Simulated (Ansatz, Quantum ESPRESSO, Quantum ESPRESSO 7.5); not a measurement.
## Evanescent states of MgS, rock salt type, lattice constant set to 5.23 Å

How good a tunnel barrier is MgS, rock salt type, lattice constant set to 5.23 Å?

Method: plane-wave DFT, PBE, SG15 norm-conserving pseudopotentials (cross-check by Ansatz 0.2.0 with PAW datasets), in Quantum ESPRESSO 7.5.

Most raw output is cut from this account.

The structure was built from a prototype and need not be the compound's stable phase.

## 1. Set-up

The structure is cubic, space group Fm-3m (No. 225). Conventional cell: a = 5.230 Å, b = 5.230 Å, c = 5.230 Å, α = 90.00°, β = 90.00°, γ = 90.00°. Mg has 6 S at 2.62 Å nearest. Nearest to S lie 6 Mg at 2.62 Å. Farther neighbours and most contacts between anions are not listed.

As a file:

```cif
data_structure
_symmetry_space_group_name_H-M 'Fm-3m'
_symmetry_Int_Tables_number 225
_cell_length_a 5.2300
_cell_length_b 5.2300
_cell_length_c 5.2300
_cell_angle_alpha 90.000
_cell_angle_beta 90.000
_cell_angle_gamma 90.000
_cell_volume 143.06
loop_
_atom_site_label
_atom_site_type_symbol
_atom_site_symmetry_multiplicity
_atom_site_Wyckoff_symbol
_atom_site_fract_x
_atom_site_fract_y
_atom_site_fract_z
_atom_site_occupancy
Mg1 Mg 4 a 0.00000 0.00000 0.00000 1
S1 S 4 b 0.00000 0.50000 0.00000 1
```

## 2. Ground state

pwcond needs a cell whose third axis lies along the current and stands perpendicular to the other two.

File scf.in:

```
&control
  prefix = 'scf'
  outdir = './out'
  pseudo_dir = './pseudo'
  calculation = 'scf'
  tprnfor = .true.
/
&system
  ibrav = 0
  nat = 4
  ntyp = 2
  ecutwfc = 60
  ecutrho = 240
  occupations = 'fixed'
  nbnd = 20
/
&electrons
  conv_thr = 1e-09
  mixing_beta = 0.6
  electron_maxstep = 120
/
ATOMIC_SPECIES
  Mg  24.3050  Mg_ONCV_PBE-1.2.upf
  S   32.0600  S_ONCV_PBE-1.2.upf
CELL_PARAMETERS angstrom
  3.69816846560564 0.00000000000000 0.00000000000000
  0.00000000000000 3.69816846560564 0.00000000000000
  0.00000000000000 0.00000000000000 5.23000000000000
ATOMIC_POSITIONS crystal
  Mg  0.000000000000 0.000000000000 0.000000000000
  S   0.500000000000 0.500000000000 0.000000000000
  Mg  0.500000000000 0.500000000000 0.500000000000
  S   0.000000000000 0.000000000000 0.500000000000
K_POINTS automatic
  6 6 6 0 0 0
```

Run with:

```bash
$ OMP_NUM_THREADS=1 mpirun -n 2 pw.x -nk 2 -in scf.in > scf.out
```

Elapsed: 43 s, on 2 MPI ranks of Arm Neoverse N1, shared host; peak memory 0.18 GiB.

This step gave:

| Quantity | Value |
| --- | --- |
| free energy | -3518.8593 eV |
| valence top, on the run's zero | 6.547 eV |
| conduction bottom, on the run's zero | 9.313 eV |
| gap by band count | 2.766 eV |

The run needed 10 iterations to bring the estimated error under 1e-09 Ry.

## 3. Complex bands with pwcond.x

ikind = 0 solves one period of the crystal for all kz, real and complex, at each energy and k across. ewind and epsproj trim the two-dimensional plane-wave basis; nz1 sets the subslabs.

File cbs.in:

```
&inputcond
  outdir = './out'
  prefixl = 'scf'
  band_file = 'cbs'
  ikind = 0
  ewind = 4.0
  epsproj = 1e-05
  nz1 = 7
  energy0 = 6.9
  denergy = -0.23
/
4
  0.00000000 0.00000000 1.00000000
  0.50000000 0.00000000 1.00000000
  0.50000000 0.50000000 1.00000000
  0.25000000 0.00000000 1.00000000
40
```

Run with:

```bash
$ OMP_NUM_THREADS=1 mpirun -n 2 pwcond.x -in cbs.in > cbs.out
```

Elapsed: 2.4 min, on 2 MPI ranks; peak memory 0.11 GiB; 4.8 min of CPU time.

Numbers from this step:

```
peak of the smallest κ at the zone centre : 0.23 Å⁻¹
energy of the peak at the zone centre     : 1.61 eV
peak of the smallest κ at (1/2, 0)        : 0.341 Å⁻¹
peak of the smallest κ at (1/2, 1/2)      : 0.332 Å⁻¹
peak of the smallest κ at (1/4, 0)        : 0.367 Å⁻¹
```

K across = (0, 0) in the cell's reciprocal vectors; values within 0.0025 1/Å of each other count once, columns are sorted by size at each energy, a dash where no further value was kept. The Im kz of the slowest decaying states by energy, zero at the highest filled level of the SCF mesh:

| energy (eV) | decay 1 (Å⁻¹) | decay 2 (Å⁻¹) | decay 3 (Å⁻¹) |
| --- | --- | --- | --- |
| -2.07 | 0.439 | 0.746 | 1.34 |
| -1.84 | 0.301 | 0.73 | 1.32 |
| -1.38 | 0.697 | 1.27 | 1.81 |
| -1.15 | 0.679 | 1.25 | 1.79 |
| -0.92 | 0.662 | 1.22 | 1.78 |
| -0.46 | 0.624 | 1.17 | 1.76 |
| -0.23 | 0.603 | 1.14 | 1.74 |
| 0.00 | 0.009 | 0.014 | 0.582 |
| 0.46 | 0.159 | 0.316 | 0.536 |
| 0.69 | 0.186 | 0.374 | 0.51 |
| 0.92 | 0.205 | 0.416 | 0.483 |
| 1.38 | 0.226 | 0.422 | 0.476 |
| 1.61 | 0.23 | 0.387 | 0.497 |
| 1.84 | 0.23 | 0.348 | 0.514 |
| 2.30 | 0.219 | 0.249 | 0.538 |
| 2.53 | 0.177 | 0.207 | 0.546 |
| 2.99 | 0.168 | 0.555 | 0.647 |
| 3.22 | 0.136 | 0.557 | 0.596 |
| 3.45 | 0.085 | 0.539 | 0.557 |
| 3.91 | 0.401 | 0.552 | 1.39 |
| 4.14 | 0.309 | 0.547 | 1.37 |
| 4.37 | 0.172 | 0.541 | 1.34 |
| 4.83 | 0.524 | 1.29 | 1.45 |
| 5.06 | 0.513 | 1.27 | 1.43 |
| 5.29 | 0.501 | 1.24 | 1.42 |
| 5.75 | 0.106 | 0.471 | 1.19 |
| 5.98 | 0.123 | 0.453 | 1.16 |
| 6.21 | 0.132 | 0.432 | 1.13 |
| 6.67 | 0.134 | 0.383 | 1.07 |
| 6.90 | 0.127 | 0.353 | 1.04 |

K across = (0, 0) in the cell's reciprocal vectors. The Re kz of states that move upwards by energy, zero at the highest filled level of the SCF mesh:

| energy (eV) | channel 1 (Å⁻¹) | channel 2 (Å⁻¹) | channel 3 (Å⁻¹) |
| --- | --- | --- | --- |
| -2.07 | -0.508 | - | - |
| -1.84 | -0.462 | - | - |
| -1.38 | -0.373 | 0.357 | 0.357 |
| -1.15 | -0.329 | 0.497 | 0.497 |
| -0.92 | -0.589 | -0.589 | -0.284 |
| -0.46 | -0.374 | -0.374 | -0.186 |
| -0.23 | -0.252 | -0.252 | -0.126 |
| 0.00 | - | - | - |
| 0.46 | - | - | - |
| 0.69 | - | - | - |
| 0.92 | - | - | - |
| 1.38 | - | - | - |
| 1.61 | - | - | - |
| 1.84 | - | - | - |
| 2.30 | - | - | - |
| 2.53 | - | - | - |
| 2.99 | 0.178 | - | - |
| 3.22 | 0.254 | - | - |
| 3.45 | 0.313 | - | - |
| 3.91 | 0.143 | 0.410 | - |
| 4.14 | 0.192 | 0.453 | - |
| 4.37 | 0.236 | 0.495 | - |
| 4.83 | 0.320 | 0.322 | 0.577 |
| 5.06 | -0.579 | 0.365 | 0.414 |
| 5.29 | -0.517 | 0.428 | 0.489 |
| 5.75 | -0.586 | - | - |
| 5.98 | -0.531 | - | - |
| 6.21 | -0.478 | - | - |
| 6.67 | -0.380 | - | - |
| 6.90 | -0.332 | - | - |

K across = (1/2, 0) in the cell's reciprocal vectors; values within 0.0025 1/Å of each other count once, columns are sorted by size at each energy, a dash where no further value was kept. The Im kz of the slowest decaying states by energy, zero at the highest filled level of the SCF mesh:

| energy (eV) | decay 1 (Å⁻¹) | decay 2 (Å⁻¹) | decay 3 (Å⁻¹) |
| --- | --- | --- | --- |
| -2.07 | 1.09 | 1.29 | 2.17 |
| -1.84 | 1.04 | 1.27 | 2.16 |
| -1.38 | 0.912 | 1.23 | 2.13 |
| -1.15 | 0.826 | 1.21 | - |
| -0.92 | 0.705 | 1.19 | 2.10 |
| -0.46 | 0.103 | 0.483 | 1.14 |
| -0.23 | 0.176 | 0.659 | 1.11 |
| 0.00 | 0.22 | 0.733 | 1.09 |
| 0.46 | 0.278 | 0.8 | 1.04 |
| 0.69 | 0.298 | 0.816 | 1.02 |
| 0.92 | 0.313 | 0.826 | 0.993 |
| 1.38 | 0.333 | 0.831 | 0.942 |
| 1.61 | 0.338 | 0.828 | 0.915 |
| 1.84 | 0.341 | 0.824 | 0.889 |
| 2.30 | 0.337 | 0.807 | 0.834 |
| 2.53 | 0.332 | 0.796 | 0.806 |
| 2.99 | 0.311 | 0.747 | 0.77 |
| 3.22 | 0.296 | 0.717 | 0.754 |
| 3.45 | 0.277 | 0.685 | 0.737 |
| 3.91 | 0.222 | 0.618 | 0.698 |
| 4.14 | 0.181 | 0.581 | - |
| 4.37 | 0.121 | 0.542 | 0.653 |
| 4.83 | 0.453 | 0.6 | 1.67 |
| 5.06 | 0.399 | 0.571 | - |
| 5.29 | 0.333 | 0.539 | 1.63 |
| 5.75 | 0.099 | 0.464 | - |
| 5.98 | 0.129 | 0.419 | 1.57 |
| 6.21 | 0.109 | 0.368 | - |
| 6.67 | 0.222 | 0.225 | 1.50 |
| 6.90 | 0.059 | 0.068 | 1.48 |

K across = (1/2, 1/2) in the cell's reciprocal vectors; values within 0.0025 1/Å of each other count once, columns are sorted by size at each energy, a dash where no further value was kept. The Im kz of the slowest decaying states by energy, zero at the highest filled level of the SCF mesh:

| energy (eV) | decay 1 (Å⁻¹) | decay 2 (Å⁻¹) | decay 3 (Å⁻¹) |
| --- | --- | --- | --- |
| -2.07 | 2.07 | 2.31 | - |
| -1.61 | 0.068 | 0.079 | 2.05 |
| -1.15 | 0.238 | 0.25 | 2.02 |
| -0.69 | 0.305 | 2.00 | 2.23 |
| -0.46 | 0.319 | 0.329 | 1.99 |
| 0.00 | 0.331 | 0.36 | 1.96 |
| 0.46 | 0.329 | 0.376 | 1.93 |
| 0.92 | 0.314 | 0.382 | 1.91 |
| 1.38 | 0.287 | 0.378 | 1.88 |
| 1.84 | 0.246 | 0.368 | 1.86 |
| 2.30 | 0.181 | 0.349 | 1.83 |
| 2.53 | 0.131 | 0.336 | 1.81 |
| 2.99 | 0.305 | 1.79 | 1.99 |
| 3.45 | 0.261 | 1.76 | 1.96 |
| 3.91 | 0.199 | 1.73 | 1.93 |
| 4.37 | 0.087 | 1.70 | 1.90 |
| 4.83 | 1.67 | 1.86 | 1.97 |
| 5.29 | 0.052 | 1.64 | 1.83 |
| 5.52 | 0.096 | 1.63 | 1.81 |
| 5.98 | 0.133 | 1.60 | 1.77 |
| 6.44 | 0.145 | 1.56 | 1.70 |
| 6.90 | 0.142 | 1.53 | 1.63 |

K across = (1/4, 0) in the cell's reciprocal vectors; values within 0.0025 1/Å of each other count once, columns are sorted by size at each energy, a dash where no further value was kept. Im kz of the slowest decaying states against energy, zero at the highest filled level of the SCF mesh:

| energy (eV) | decay 1 (Å⁻¹) | decay 2 (Å⁻¹) | decay 3 (Å⁻¹) |
| --- | --- | --- | --- |
| -2.07 | 0.615 | 1.05 | 1.61 |
| -1.84 | 0.069 | 0.518 | 1.02 |
| -1.61 | 0.121 | 0.391 | 0.999 |
| -1.38 | 0.14 | 0.172 | 0.974 |
| -1.15 | 0.14 | 0.948 | 1.51 |
| -0.92 | 0.117 | 0.923 | 1.48 |
| -0.69 | 0.897 | 1.46 | 1.50 |
| -0.46 | 0.871 | 1.43 | 1.48 |
| -0.23 | 0.098 | 0.845 | 1.40 |
| 0.00 | 0.185 | 0.197 | 0.818 |
| 0.46 | 0.272 | 0.431 | 0.765 |
| 0.69 | 0.299 | 0.497 | 0.737 |
| 0.92 | 0.32 | 0.548 | 0.709 |
| 1.15 | 0.336 | 0.591 | 0.68 |
| 1.38 | 0.348 | 0.629 | 0.65 |
| 1.61 | 0.357 | 0.62 | 0.662 |
| 1.84 | 0.363 | 0.588 | 0.694 |
| 2.07 | 0.366 | 0.554 | 0.725 |
| 2.30 | 0.367 | 0.519 | 0.76 |
| 2.53 | 0.365 | 0.481 | 0.808 |
| 2.76 | 0.36 | 0.439 | 0.869 |
| 2.99 | 0.353 | 0.394 | 0.856 |
| 3.22 | 0.342 | 0.843 | 1.10 |
| 3.45 | 0.28 | 0.33 | 0.828 |
| 3.68 | 0.198 | 0.313 | 0.811 |
| 3.91 | 0.292 | 0.794 | 1.00 |
| 4.14 | 0.266 | 0.775 | 0.969 |
| 4.37 | 0.231 | 0.755 | 0.931 |
| 4.83 | 0.097 | 0.712 | 0.85 |
| 5.06 | 0.688 | 0.806 | 0.929 |
| 5.29 | 0.043 | 0.05 | 0.662 |
| 5.52 | 0.108 | 0.131 | 0.634 |
| 5.75 | 0.127 | 0.158 | 0.605 |
| 5.98 | 0.129 | 0.17 | 0.573 |
| 6.21 | 0.116 | 0.171 | 0.502 |
| 6.44 | 0.074 | 0.164 | 0.395 |
| 6.67 | 0.148 | 0.175 | 0.46 |
| 6.90 | 0.122 | 0.191 | 0.413 |

## 4. Complex band structure, with nz1 = 11

How much does a setting matter? One run is repeated with a change.

cbs.w.in is the input of step 3 with these lines changed:

```diff
@@ -3,3 +3,3 @@
   prefixl = 'scf'
-  band_file = 'cbs'
+  band_file = 'cbs.w'
   ikind = 0
@@ -7,3 +7,3 @@
   epsproj = 1e-05
-  nz1 = 7
+  nz1 = 11
   energy0 = 6.9
```

Run with:

```bash
$ OMP_NUM_THREADS=1 mpirun -n 2 pwcond.x -in cbs.w.in > cbs.w.out
```

It took 2.8 min on 2 MPI ranks; peak memory 0.11 GiB.

Beside the run it was changed from:

| quantity | this run | unchanged run | difference |
| --- | --- | --- | --- |
| peak of the smallest κ at the zone centre (Å⁻¹) | 0.23 | 0.23 | 0 |
| peak of the smallest κ at (1/2, 0) (Å⁻¹) | 0.34 | 0.341 | -0.0010 |
| peak of the smallest κ at (1/2, 1/2) (Å⁻¹) | 0.332 | 0.332 | 0 |
| wall time (s) | 169 | 145 |  |

The physical values in this table move by up to 0.29 %.

## 5. The same in Ansatz

As a check, the same structure is run in Ansatz.

Level of this step: plane-wave DFT, PBE, Ansatz PAW (Ansatz 0.2.0).

File input.yaml:

```yaml
crystal:
  lattice:
    - [3.6981684656, 0.0, 0.0]
    - [0.0, 3.6981684656, 0.0]
    - [0.0, 0.0, 5.23]
  atoms:
    - { symbol: Mg, position: [0.0, 0.0, 0.0] }
    - { symbol: S, position: [0.5, 0.5, 0.0] }
    - { symbol: Mg, position: [0.5, 0.5, 0.5] }
    - { symbol: S, position: [0.0, 0.0, 0.5] }
kpoints:
  mp_grid: { grid: [6, 6, 6] }
hamiltonian:
  xc: pbe
scf:
  occupations: { method: fixed }
  convergence: { dr2_threshold: 1.0e-09 }
output:
  transmission:
    leads: [[0, 0]]
    kpoints: [[0, 0], [0.5, 0], [0.5, 0.5], [0.25, 0]]
    e_range: [-2.07, 6.9]
    de: 0.23
```

Run with:

```bash
$ ansatz run input.yaml --threads 2 --pin off --max-ram 4096MiB --backend cpu --events-out ev --progress --plain --runs-dir out
```

Wall time 39 s (2 threads); peak memory 0.36 GiB; 44 s of CPU time.

Read from the output:

| Property | Result |
| --- | --- |
| free energy | -5657.4960 eV |
| gap by band count | 2.756 eV |
| symmetry operations | 32 |
| slowest decay at the grid energy nearest mid-gap | 0.2264 Å⁻¹ |
| peak of the smallest κ at the zone centre | 0.2305 Å⁻¹ |
| energy of the peak at the zone centre | 1.84 eV |
| peak of the smallest κ at (1/2, 0) | 0.3406 Å⁻¹ |
| peak of the smallest κ at (1/2, 1/2) | 0.3317 Å⁻¹ |
| peak of the smallest κ at (1/4, 0) | 0.3664 Å⁻¹ |
| valence top, on the run's zero | 6.214 eV |

K across = (0, 0) in the cell's reciprocal vectors; values within 0.0025 1/Å of each other count once, columns are sorted by size at each energy, a dash where no further value was kept. Im kz of the slowest decaying states against energy, zero at the highest filled level of the SCF mesh:

| energy (eV) | decay 1 (Å⁻¹) | decay 2 (Å⁻¹) | decay 3 (Å⁻¹) |
| --- | --- | --- | --- |
| -2.07 | 0.439 | 0.745 | 1.34 |
| -1.84 | 0.301 | 0.730 | 1.31 |
| -1.61 | 0.714 | 1.29 | - |
| -1.38 | 0.697 | 1.27 | - |
| -1.15 | 0.680 | 1.24 | - |
| -0.92 | 0.662 | 1.22 | - |
| -0.69 | 0.643 | 1.19 | - |
| -0.46 | 0.624 | 1.16 | - |
| -0.23 | 0.603 | 1.14 | - |
| 0.00 | 8.2e-4 | 0.582 | 1.11 |
| 0.46 | 0.159 | 0.316 | 0.536 |
| 0.69 | 0.187 | 0.373 | 0.510 |
| 0.92 | 0.205 | 0.415 | 0.483 |
| 1.15 | 0.218 | 0.448 | 0.454 |
| 1.38 | 0.226 | 0.422 | 0.475 |
| 1.61 | 0.230 | 0.387 | 0.496 |
| 1.84 | 0.231 | 0.348 | 0.513 |
| 2.07 | 0.227 | 0.302 | 0.526 |
| 2.30 | 0.220 | 0.248 | 0.536 |
| 2.53 | 0.176 | 0.209 | 0.544 |
| 2.76 | 0.193 | 0.550 | 0.688 |
| 2.99 | 0.170 | 0.553 | 0.639 |
| 3.22 | 0.140 | 0.555 | 0.587 |
| 3.45 | 0.0911 | 0.529 | 0.554 |
| 3.68 | 0.463 | 0.552 | 1.40 |
| 3.91 | 0.387 | 0.549 | 1.38 |
| 4.14 | 0.289 | 0.544 | 1.36 |
| 4.37 | 0.132 | 0.537 | 1.33 |
| 4.83 | 0.520 | 1.28 | 1.44 |
| 5.06 | 0.508 | 1.26 | 1.42 |
| 5.29 | 0.496 | 1.23 | 1.41 |
| 5.52 | 0.0736 | 0.481 | 1.20 |
| 5.75 | 0.105 | 0.464 | 1.18 |
| 5.98 | 0.123 | 0.446 | 1.15 |
| 6.21 | 0.132 | 0.425 | 1.12 |
| 6.44 | 0.135 | 0.401 | 1.09 |
| 6.67 | 0.133 | 0.374 | 1.06 |
| 6.90 | 0.126 | 0.342 | 1.02 |

K across = (0, 0) in the cell's reciprocal vectors. Re kz of states that move upwards against energy, zero at the highest filled level of the SCF mesh:

| energy (eV) | channel 1 (Å⁻¹) | channel 2 (Å⁻¹) | channel 3 (Å⁻¹) |
| --- | --- | --- | --- |
| -2.07 | -0.508 | - | - |
| -1.61 | -0.418 | 0.127 | 0.127 |
| -1.15 | -0.330 | 0.497 | 0.497 |
| -0.69 | -0.481 | -0.481 | -0.238 |
| -0.46 | -0.374 | -0.374 | -0.187 |
| 0.00 | - | - | - |
| 0.46 | - | - | - |
| 0.92 | - | - | - |
| 1.38 | - | - | - |
| 1.84 | - | - | - |
| 2.30 | - | - | - |
| 2.53 | - | - | - |
| 2.99 | 0.180 | - | - |
| 3.45 | 0.315 | - | - |
| 3.91 | 0.138 | 0.412 | - |
| 4.37 | 0.233 | 0.496 | - |
| 4.83 | 0.317 | 0.341 | 0.578 |
| 5.29 | -0.516 | 0.425 | 0.503 |
| 5.52 | 0.568 | - | - |
| 5.98 | -0.519 | - | - |
| 6.44 | -0.417 | - | - |
| 6.90 | -0.320 | - | - |

K across = (1/2, 0) in the cell's reciprocal vectors; values within 0.0025 1/Å of each other count once, columns are sorted by size at each energy, a dash where no further value was kept. Im kz of the slowest decaying states against energy, zero at the highest filled level of the SCF mesh:

| energy (eV) | decay 1 (Å⁻¹) | decay 2 (Å⁻¹) | decay 3 (Å⁻¹) |
| --- | --- | --- | --- |
| -2.07 | 1.09 | 1.29 | - |
| -1.84 | 1.04 | 1.27 | - |
| -1.61 | 0.980 | 1.25 | - |
| -1.38 | 0.912 | 1.23 | - |
| -1.15 | 0.826 | 1.21 | - |
| -0.92 | 0.704 | 1.18 | - |
| -0.69 | 0.451 | 1.16 | - |
| -0.46 | 0.104 | 0.488 | 1.14 |
| -0.23 | 0.176 | 0.661 | 1.11 |
| 0.00 | 0.221 | 0.734 | 1.09 |
| 0.46 | 0.279 | 0.801 | 1.04 |
| 0.69 | 0.298 | 0.817 | 1.02 |
| 0.92 | 0.313 | 0.826 | 0.991 |
| 1.15 | 0.325 | 0.830 | 0.966 |
| 1.38 | 0.333 | 0.830 | 0.940 |
| 1.61 | 0.338 | 0.828 | 0.914 |
| 1.84 | 0.341 | 0.823 | 0.887 |
| 2.07 | 0.340 | 0.816 | 0.860 |
| 2.30 | 0.337 | 0.806 | 0.832 |
| 2.53 | 0.331 | 0.795 | 0.804 |
| 2.76 | 0.323 | 0.775 | 0.782 |
| 2.99 | 0.311 | 0.745 | 0.768 |
| 3.22 | 0.295 | 0.714 | 0.752 |
| 3.45 | 0.276 | 0.683 | 0.735 |
| 3.68 | 0.252 | 0.649 | 0.716 |
| 3.91 | 0.220 | 0.615 | 0.696 |
| 4.14 | 0.179 | 0.578 | 0.674 |
| 4.37 | 0.116 | 0.538 | 0.650 |
| 4.83 | 0.448 | 0.596 | - |
| 5.06 | 0.393 | 0.566 | - |
| 5.29 | 0.325 | 0.533 | - |
| 5.52 | 0.226 | 0.497 | - |
| 5.75 | 0.109 | 0.457 | - |
| 5.98 | 0.128 | 0.411 | - |
| 6.21 | 0.105 | 0.358 | - |
| 6.44 | 0.292 | - | - |
| 6.67 | 0.203 | 1.50 | - |
| 6.90 | 0.0529 | 1.47 | - |

K across = (1/2, 1/2) in the cell's reciprocal vectors; values within 0.0025 1/Å of each other count once, columns are sorted by size at each energy, a dash where no further value was kept. Table of Im kz of the slowest decaying states by energy, zero at the highest filled level of the SCF mesh:

| energy (eV) | decay 1 (Å⁻¹) | decay 2 (Å⁻¹) |
| --- | --- | --- |
| -2.07 | - | - |
| -1.84 | - | - |
| -1.61 | 0.0673 | 0.0764 |
| -1.38 | 0.180 | 0.196 |
| -1.15 | 0.238 | 0.250 |
| -0.92 | 0.277 | 0.283 |
| -0.69 | 0.304 | - |
| -0.46 | 0.319 | 0.329 |
| -0.23 | 0.327 | 0.346 |
| 0.00 | 0.331 | 0.359 |
| 0.46 | 0.329 | 0.375 |
| 0.69 | 0.323 | 0.379 |
| 0.92 | 0.314 | 0.380 |
| 1.15 | 0.302 | 0.380 |
| 1.38 | 0.287 | 0.377 |
| 1.61 | 0.268 | 0.372 |
| 1.84 | 0.245 | 0.365 |
| 2.07 | 0.217 | 0.357 |
| 2.30 | 0.180 | 0.346 |
| 2.53 | 0.129 | 0.334 |
| 2.76 | 0.319 | - |
| 2.99 | 0.301 | - |
| 3.22 | 0.281 | - |
| 3.45 | 0.256 | - |
| 3.68 | 0.228 | - |
| 3.91 | 0.192 | - |
| 4.14 | 0.146 | - |
| 4.37 | 0.0673 | - |
| 4.83 | - | - |
| 5.06 | - | - |
| 5.29 | 0.0565 | - |
| 5.52 | 0.0977 | - |
| 5.75 | 0.120 | - |
| 5.98 | 0.134 | - |
| 6.21 | 0.142 | - |
| 6.44 | 0.146 | - |
| 6.67 | 0.145 | - |
| 6.90 | 0.141 | - |

K across = (1/4, 0) in the cell's reciprocal vectors; values within 0.0025 1/Å of each other count once, columns are sorted by size at each energy, a dash where no further value was kept. Table of Im kz of the slowest decaying states by energy, zero at the highest filled level of the SCF mesh:

| energy (eV) | decay 1 (Å⁻¹) | decay 2 (Å⁻¹) | decay 3 (Å⁻¹) |
| --- | --- | --- | --- |
| -2.07 | 0.615 | 1.05 | - |
| -1.84 | 0.0679 | 0.518 | 1.02 |
| -1.61 | 0.120 | 0.390 | 0.998 |
| -1.38 | 0.140 | 0.170 | 0.973 |
| -1.15 | 0.140 | 0.947 | - |
| -0.92 | 0.117 | 0.922 | 1.48 |
| -0.69 | 0.896 | 1.46 | 1.50 |
| -0.46 | 0.870 | 1.43 | 1.48 |
| -0.23 | 0.0979 | 0.844 | 1.40 |
| 0.00 | 0.186 | 0.198 | 0.817 |
| 0.46 | 0.272 | 0.432 | 0.764 |
| 0.69 | 0.299 | 0.496 | 0.736 |
| 0.92 | 0.320 | 0.548 | 0.708 |
| 1.15 | 0.336 | 0.591 | 0.679 |
| 1.38 | 0.348 | 0.628 | 0.649 |
| 1.61 | 0.357 | 0.618 | 0.661 |
| 1.84 | 0.363 | 0.586 | 0.693 |
| 2.07 | 0.366 | 0.553 | 0.724 |
| 2.30 | 0.366 | 0.517 | 0.759 |
| 2.53 | 0.364 | 0.479 | 0.807 |
| 2.76 | 0.360 | 0.437 | 0.867 |
| 2.99 | 0.352 | 0.391 | 0.854 |
| 3.22 | 0.339 | 0.342 | 0.840 |
| 3.45 | 0.276 | 0.329 | 0.825 |
| 3.68 | 0.192 | 0.312 | 0.809 |
| 3.91 | 0.291 | 0.791 | 1.000 |
| 4.14 | 0.265 | 0.772 | 0.963 |
| 4.37 | 0.230 | 0.752 | 0.926 |
| 4.83 | 0.0939 | 0.707 | 0.844 |
| 5.06 | 0.683 | 0.799 | 0.927 |
| 5.29 | 0.0390 | 0.0527 | 0.657 |
| 5.52 | 0.110 | 0.126 | 0.629 |
| 5.75 | 0.128 | 0.154 | 0.599 |
| 5.98 | 0.129 | 0.165 | 0.566 |
| 6.21 | 0.114 | 0.166 | 0.485 |
| 6.44 | 0.0662 | 0.158 | 0.370 |
| 6.67 | 0.141 | 0.450 | 0.700 |
| 6.90 | 0.113 | 0.200 | 0.401 |

## 6. By hand

T falls as exp(−2κd). With κ = 0.226 1/Å, 10 Å of barrier pass exp(−2 × 0.226 × 10) = 0.011 of that channel, interfaces aside.

## 7. What came out

| Quantity | Value |
| --- | --- |
| gap on the SCF mesh | 2.77 eV |
| smallest κ at mid-gap among the four k points, at the zone centre | 0.226 Å⁻¹ |
| peak of the smallest κ in the stop band at the zone centre | 0.230 Å⁻¹ |
| peak of the smallest κ in the stop band at (1/2, 0) | 0.341 Å⁻¹ |
| peak of the smallest κ in the stop band at (1/2, 1/2) | 0.332 Å⁻¹ |
| peak of the smallest κ in the stop band at (1/4, 0) | 0.367 Å⁻¹ |
| energy of the peak at the zone centre, over the highest filled level | 1.61 eV |
| peak at the zone centre by Ansatz | 0.231 Å⁻¹ |

What this shows: With a gap of 2.77 eV on the mesh, the smallest κ at mid-gap among the four k points, at the zone centre is 0.226 Å⁻¹ (PBE, SG15 norm-conserving). For a barrier with the Fermi level at mid-gap the slowest state found, at the zone centre, loses a factor of ten in probability every 5.1 Å or so. Stop bands away from the zone centre are mostly wider than the gap, so their peaks can lie above the conduction bottom. At the zone centre pwcond's peak is 0.230 and Ansatz's 0.231 1/Å, 0 % apart. The cell is the a/√2 one, turned by 45°, with two primitive cells, so X along [001] folds onto kz = 0. A semilocal gap is too small, often by a third to a half and by more in narrow-gap crystals, so real barriers decay faster.

[Logs are printed without paths, hosts, clocks, repeated set-up lines and the standing remarks that a program may print on its own settings, such as how far it seeks lower states.]

[Hosts, paths, dates, database ids (printed as entryN), source tags and the programs' standing remarks are cut or masked in the printed files.]

[Maps of the electrostatic potential energy from Ansatz leave out the sawtooth potential of an applied field or a dipole correction, so their vacuum need not be flat; planar profiles and work functions include it.]
